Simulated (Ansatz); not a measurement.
## Al(111) film, 1 layer, flat: channels in plane against thickness

Wanted: in-plane conductance by layer count, from Al(111) film, 1 layer, flat.

Program: Ansatz 0.2.0. Level of theory: Ansatz plane-wave DFT, PBE, PAW files; ballistic transport by layer matching (Landauer), zero bias; PAW set soft_1. Results are calculated unless marked as measured.

Most raw output is cut from this account.

### 1. Starting point

The cell holds 2 atoms: 2 Al. Cell: a = 11.000 Å, b = 2.862 Å, c = 4.958 Å, α = 90.0°, β = 90.0°, γ = 90.0°. It derives from Al. Vacuum lies along a. The structure's axis is c.

### 2. With 1 layer

Vacuum lies along the first vector, which takes one k-point, and the current runs in the film's plane. One period is a perfect wire, so its channels are the result. Energies from -0.27 to 0.27 eV in steps of 0.036 eV cover the slope of the Fermi function at 300 K, so the program can form a conductance.

The input, input.yaml:

```yaml
crystal:
  lattice:
    - [11.0, 0.0, 0.0]
    - [0.0, 2.862347037, 0.0]
    - [0.0, 0.0, 4.957730497]
  atoms:
    - { symbol: Al, position: [0.4090909091, 0.0, 0.0] }
    - { symbol: Al, position: [0.4090909091, 0.5, 0.5] }
kpoints:
  mp_grid: { grid: [1, 14, 9] }
hamiltonian:
  xc: pbe
  pseudopotentials: { kind: paw, azcp: { folder: soft_1 } }
scf:
  occupations: { method: fermi_dirac, width: 0.1 }
output:
  transmission:
    leads: [[0, 0]]
    kmesh: [1, 32]
    e_range: [-0.27, 0.27]
    de: 0.036
```

Started as:

```bash
$ ansatz run input.yaml --threads 4 --pin off --max-ram 15360MiB --backend cpu --events-out ev --progress --plain --runs-dir out
```

The job ended after 2.4 min (4 threads of Arm Neoverse N1, shared host; peak memory 0.91 GiB; 9.1 min of CPU time).

Numbers from this step:

| Quantity | Value |
| --- | --- |
| free energy | -1073.4320 eV |
| energy at zero smearing | -1073.4110 eV |
| Fermi energy | -1.599 eV |
| cell area | 31.49 Å² |
| estimated errors of the lead's conductance | 0, 7.4, 0.8 % (band edges, k-mesh, distance from neutral) |
| lead conductance per cell | 1.862 G₀ |

Per spin. Table of open channels, zone mean, lead by energy, zero at the Fermi level:

```csv
energy (eV),"open channels, zone mean, lead"
-0.270,1.81
-0.234,1.81
-0.198,1.88
-0.162,1.88
-0.126,1.88
-0.090,1.88
-0.054,1.88
-0.018,1.88
0.018,1.88
0.054,1.81
0.090,1.81
0.126,1.88
0.162,1.88
0.198,1.88
0.234,1.88
0.270,1.88
```

The program's largest error estimate for it is 7.4 %, from the k-mesh.

### 3. With 2 layers, thickness 4.674 A

The film grows to 2 layers.

System of this step: Al(111) film, 2 layers, flat. The cell holds 4 atoms: 4 Al. Its edges and angles: a = 13.337 Å, b = 2.862 Å, c = 4.958 Å, α = 90.0°, β = 90.0°, γ = 90.0°. It derives from Al. Vacuum lies along a. The structure's axis is c.

input.yaml, the sections that differ from step 2:

```yaml
crystal:
  lattice:
    - [13.3370965692, 0.0, 0.0]
    - [0.0, 2.862347037, 0.0]
    - [0.0, 0.0, 4.957730497]
  atoms:
    - { symbol: Al, position: [0.33740477, 0.0, 0.0] }
    - { symbol: Al, position: [0.33740477, 0.5, 0.5] }
    - { symbol: Al, position: [0.5126375545, 0.0, 0.3333333333] }
    - { symbol: Al, position: [0.5126375545, 0.5, 0.8333333333] }
# kpoints, hamiltonian, scf, output: as in step 2
```

It took 5.2 min on 4 threads; peak memory 1.3 GiB.

This step gave:

* free energy: -2148.6114 eV
* energy at zero smearing: -2148.5816 eV
* Fermi energy: 0.1080 eV
* cell area: 38.18 Å²
* estimated errors of the lead's conductance: 0, 8.3, 2.5 % (band edges, k-mesh, distance from neutral)
* lead conductance per cell: 3.220 G₀

Per spin. Table of open channels, zone mean, lead by energy, zero at the Fermi level:

```csv
energy (eV),"open channels, zone mean, lead"
-0.270,2.84
-0.234,2.91
-0.198,2.97
-0.162,3.09
-0.126,3.16
-0.090,3.28
-0.054,3.41
-0.018,3.34
0.018,3.16
0.054,2.91
0.090,2.78
0.126,2.66
0.162,2.47
0.198,2.41
0.234,2.28
0.270,2.16
```

The lead conductance per cell is 3.22 G₀, 1.7 times the 1.86 G₀ of the last finished run.

### 4. With 3 layers, thickness 7.011 A

The film grows to 3 layers.

System of this step: Al(111) film, 3 layers, flat. The cell holds 6 atoms: 6 Al. Its edges and angles: a = 15.674 Å, b = 2.862 Å, c = 4.958 Å, α = 90.0°, β = 90.0°, γ = 90.0°. It derives from Al. Vacuum lies along a. The structure's axis is c.

input.yaml, the sections that differ from step 3:

```yaml
crystal:
  lattice:
    - [15.6741931383, 0.0, 0.0]
    - [0.0, 2.862347037, 0.0]
    - [0.0, 0.0, 4.957730497]
  atoms:
    - { symbol: Al, position: [0.2870961178, 0.0, 0.0] }
    - { symbol: Al, position: [0.2870961178, 0.5, 0.5] }
    - { symbol: Al, position: [0.4362008627, 0.0, 0.3333333333] }
    - { symbol: Al, position: [0.4362008627, 0.5, 0.8333333333] }
    - { symbol: Al, position: [0.5853056076, 0.0, 0.6666666667] }
    - { symbol: Al, position: [0.5853056076, 0.5, 0.1666666667] }
# kpoints, hamiltonian, scf, output: as in step 3
```

Elapsed: 11 min, on 4 threads; peak memory 1.8 GiB; 40 min of CPU time.

This step gave:

| Property | Result |
| --- | --- |
| free energy | -3223.6373 eV |
| energy at zero smearing | -3223.5911 eV |
| Fermi energy | 1.483 eV |
| cell area | 44.86 Å² |
| estimated errors of the lead's conductance | 0, 19.7, 0.3 % (band edges, k-mesh, distance from neutral) |
| lead conductance per cell | 3.595 G₀ |

Per spin. Table of open channels, zone mean, lead by energy, zero at the Fermi level:

```csv
energy (eV),"open channels, zone mean, lead"
-0.270,2.94
-0.234,3
-0.198,3.62
-0.162,3.62
-0.126,3.31
-0.090,3.38
-0.054,3.31
-0.018,3.56
0.018,3.81
0.054,3.38
0.090,3.44
0.126,3.06
0.162,3.31
0.198,3.19
0.234,3.31
0.270,3.44
```

The lead conductance per cell is 3.59 G₀, 12 % over the 3.22 G₀ of the last finished run, within the error estimates, leads' steps apart, of 8.3 and 20 %.

### 5. With 4 layers, thickness 9.348 A

The film grows to 4 layers.

System of this step: Al(111) film, 4 layers, flat. The cell holds 8 atoms: 8 Al. Its edges and angles: a = 18.011 Å, b = 2.862 Å, c = 4.958 Å, α = 90.0°, β = 90.0°, γ = 90.0°. It derives from Al. Vacuum lies along a. The structure's axis is c.

input.yaml, the sections that differ from step 4:

```yaml
crystal:
  lattice:
    - [18.0112897075, 0.0, 0.0]
    - [0.0, 2.862347037, 0.0]
    - [0.0, 0.0, 4.957730497]
  atoms:
    - { symbol: Al, position: [0.2498432968, 0.0, 0.0] }
    - { symbol: Al, position: [0.2498432968, 0.5, 0.5] }
    - { symbol: Al, position: [0.3796006105, 0.0, 0.3333333333] }
    - { symbol: Al, position: [0.3796006105, 0.5, 0.8333333333] }
    - { symbol: Al, position: [0.5093579242, 0.0, 0.6666666667] }
    - { symbol: Al, position: [0.5093579242, 0.5, 0.1666666667] }
    - { symbol: Al, position: [0.639115238, 0.0, 0.0] }
    - { symbol: Al, position: [0.639115238, 0.5, 0.5] }
# kpoints, hamiltonian, scf, output: as in step 4
```

The job ended after 17 min (4 threads; peak memory 2.3 GiB; 66 min of CPU time).

Numbers from this step:

* free energy: -4298.5775 eV
* energy at zero smearing: -4298.5143 eV
* Fermi energy: 2.221 eV
* cell area: 51.55 Å²
* estimated errors of the lead's conductance: 0, 16.4, 0.4 % (band edges, k-mesh, distance from neutral)
* lead conductance per cell: 4.540 G₀

Per spin. Table of open channels, zone mean, lead by energy, zero at the Fermi level:

```csv
energy (eV),"open channels, zone mean, lead"
-0.270,4.19
-0.234,4.5
-0.198,4.38
-0.162,4.25
-0.126,4.44
-0.090,4.69
-0.054,4.41
-0.018,4.47
0.018,4.59
0.054,4.53
0.090,5.09
0.126,5.06
0.162,4.88
0.198,4.88
0.234,4.88
0.270,4.56
```

The lead conductance per cell is 4.54 G₀, 26 % over the 3.59 G₀ of the last finished run, no more than the error estimates, leads' steps apart, of 20 and 16 % together.

### 6. With 5 layers, thickness 11.685 A

The film grows to 5 layers.

System of this step: Al(111) film, 5 layers, flat. The cell holds 10 atoms: 10 Al. Cell: a = 20.348 Å, b = 2.862 Å, c = 4.958 Å, α = 90.0°, β = 90.0°, γ = 90.0°. It derives from Al. Vacuum lies along a. The structure's axis is c.

input.yaml, the sections that differ from step 5:

```yaml
crystal:
  lattice:
    - [20.3483862767, 0.0, 0.0]
    - [0.0, 2.862347037, 0.0]
    - [0.0, 0.0, 4.957730497]
  atoms:
    - { symbol: Al, position: [0.2211477578, 0.0, 0.0] }
    - { symbol: Al, position: [0.2211477578, 0.5, 0.5] }
    - { symbol: Al, position: [0.3360019058, 0.0, 0.3333333333] }
    - { symbol: Al, position: [0.3360019058, 0.5, 0.8333333333] }
    - { symbol: Al, position: [0.4508560538, 0.0, 0.6666666667] }
    - { symbol: Al, position: [0.4508560538, 0.5, 0.1666666667] }
    - { symbol: Al, position: [0.5657102018, 0.0, 0.0] }
    - { symbol: Al, position: [0.5657102018, 0.5, 0.5] }
    - { symbol: Al, position: [0.6805643498, 0.0, 0.3333333333] }
    - { symbol: Al, position: [0.6805643498, 0.5, 0.8333333333] }
# kpoints, hamiltonian, scf, output: as in step 5
```

The job ended after 26 min (4 threads; peak memory 2.9 GiB).

This step gave:

| Item | Value |
| --- | --- |
| free energy | -5373.6003 eV |
| energy at zero smearing | -5373.5232 eV |
| Fermi energy | 2.836 eV |
| cell area | 58.24 Å² |
| estimated errors of the lead's conductance | 0, 10.8, 0.1 % (band edges, k-mesh, distance from neutral) |
| lead conductance per cell | 6.114 G₀ |

Per spin. Open channels, zone mean, lead against energy, zero at the Fermi level:

```csv
energy (eV),"open channels, zone mean, lead"
-0.270,5.47
-0.234,5.78
-0.198,5.53
-0.162,5.47
-0.126,5.59
-0.090,6.09
-0.054,6.28
-0.018,6.03
0.018,6.16
0.054,6.16
0.090,6.16
0.126,6.16
0.162,6.16
0.198,6.47
0.234,6.38
0.270,5.94
```

The lead conductance per cell is 6.11 G₀, 35 % over the 4.54 G₀ of the last finished run.

### 7. The ladder

Times are for 4 threads of Arm Neoverse N1, shared host. The series side by side:

```csv
no.,layers,lead conductance per cell (G₀),time,memory (GiB)
1,1,1.862,2.4 min,0.91
2,2,3.220,5.2 min,1.3
3,3,3.595,11 min,1.8
4,4,4.540,17 min,2.3
5,5,6.114,26 min,2.9
```

The runs together. Table of open channels, zone mean by energy, zero at the Fermi level:

```csv
energy (eV),1,2,3,4,5
-0.270,1.81,2.84,2.94,4.19,5.47
-0.234,1.81,2.91,3,4.5,5.78
-0.198,1.88,2.97,3.62,4.38,5.53
-0.162,1.88,3.09,3.62,4.25,5.47
-0.126,1.88,3.16,3.31,4.44,5.59
-0.090,1.88,3.28,3.38,4.69,6.09
-0.054,1.88,3.41,3.31,4.41,6.28
-0.018,1.88,3.34,3.56,4.47,6.03
0.018,1.88,3.16,3.81,4.59,6.16
0.054,1.81,2.91,3.38,4.53,6.16
0.090,1.81,2.78,3.44,5.09,6.16
0.126,1.88,2.66,3.06,5.06,6.16
0.162,1.88,2.47,3.31,4.88,6.16
0.198,1.88,2.41,3.19,4.88,6.47
0.234,1.88,2.28,3.31,4.88,6.38
0.270,1.88,2.16,3.44,4.56,5.94
```

### 8. Results

```
conductance per cell, 1 layer  : 1.86 G₀
conductance per cell, 2 layers : 3.22 G₀
conductance per cell, 3 layers : 3.59 G₀
conductance per cell, 4 layers : 4.54 G₀
conductance per cell, 5 layers : 6.11 G₀
```

What this shows: The conductance per cell width goes from 1.86 G0 at 1 to 6.11 G0 at 5 layers. Over the film's own cross-section (layers × spacing × width) the conductance runs from 2.2 to 1.4×10¹⁵ S/m²; that nominal section leaves out the charge that spills into the vacuum, which flatters the thinnest films. The gains from one thickness to the next are 1.4, 0.37, 0.95 and 1.6 G0 per added layer; their spread isn't beyond the error estimates. The film repeats perfectly along the current, so nothing scatters; its faces are clean and not relaxed. The program's error estimates for the conductances, leads' steps apart, run from 7.4 to 20 %.

[Logs are printed without paths, hosts, clocks, repeated set-up lines and the standing remarks that a program may print on its own settings, such as how far it seeks lower states.]

[Hosts, paths, dates, database ids (printed as entryN), source tags and the programs' standing remarks are cut or masked in the printed files.]
